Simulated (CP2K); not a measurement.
The C K edge of hydroxyallene was computed by TDDFT (CP2K XAS_TDP, aug-cc-pVDZ, TDA) at these levels: PBE0, PBEh(45%) and PBEh(45%) + GW2X. The first three lines of C1 (bonded to C and 2 H) with a strength over 0.0015, energy in eV and strength:

```csv
run,first,second,third
1,275.75 (0.039),277.79 (0.004),278.89 (0.002)
2,281.27 (0.049),284.28 (0.009),284.47 (0.003)
3,287.38 (0.048),290.39 (0.009),290.57 (0.003)
```

**Question.** Which run is which?

Run 1: PBE0 (25 % exact exchange). Run 2: PBEh(45%) (45 % exact exchange). Run 3: PBEh(45%) + GW2X (45 % exact exchange). Self-interaction lifts the core level, so the uncorrected lines rise with the share of exact exchange. The GW2X run keeps the spacings of its parent: 3.01 eV between the first two lines in run 3, 3.01 eV in run 2. Its shift is +6.11 eV, since the Kohn–Sham level at this share of exchange lies that far above the quasiparticle level.

[Banner, clock and machine lines of the logs are left out without a mark of their own.]

[Logs are printed without paths, hosts, clocks, repeated set-up lines and the standing remarks that a program may print on its own settings, such as how far it seeks lower states.]

[Hosts, paths, dates, database ids (printed as entryN), source tags and the programs' standing remarks are cut or masked in the printed files.]
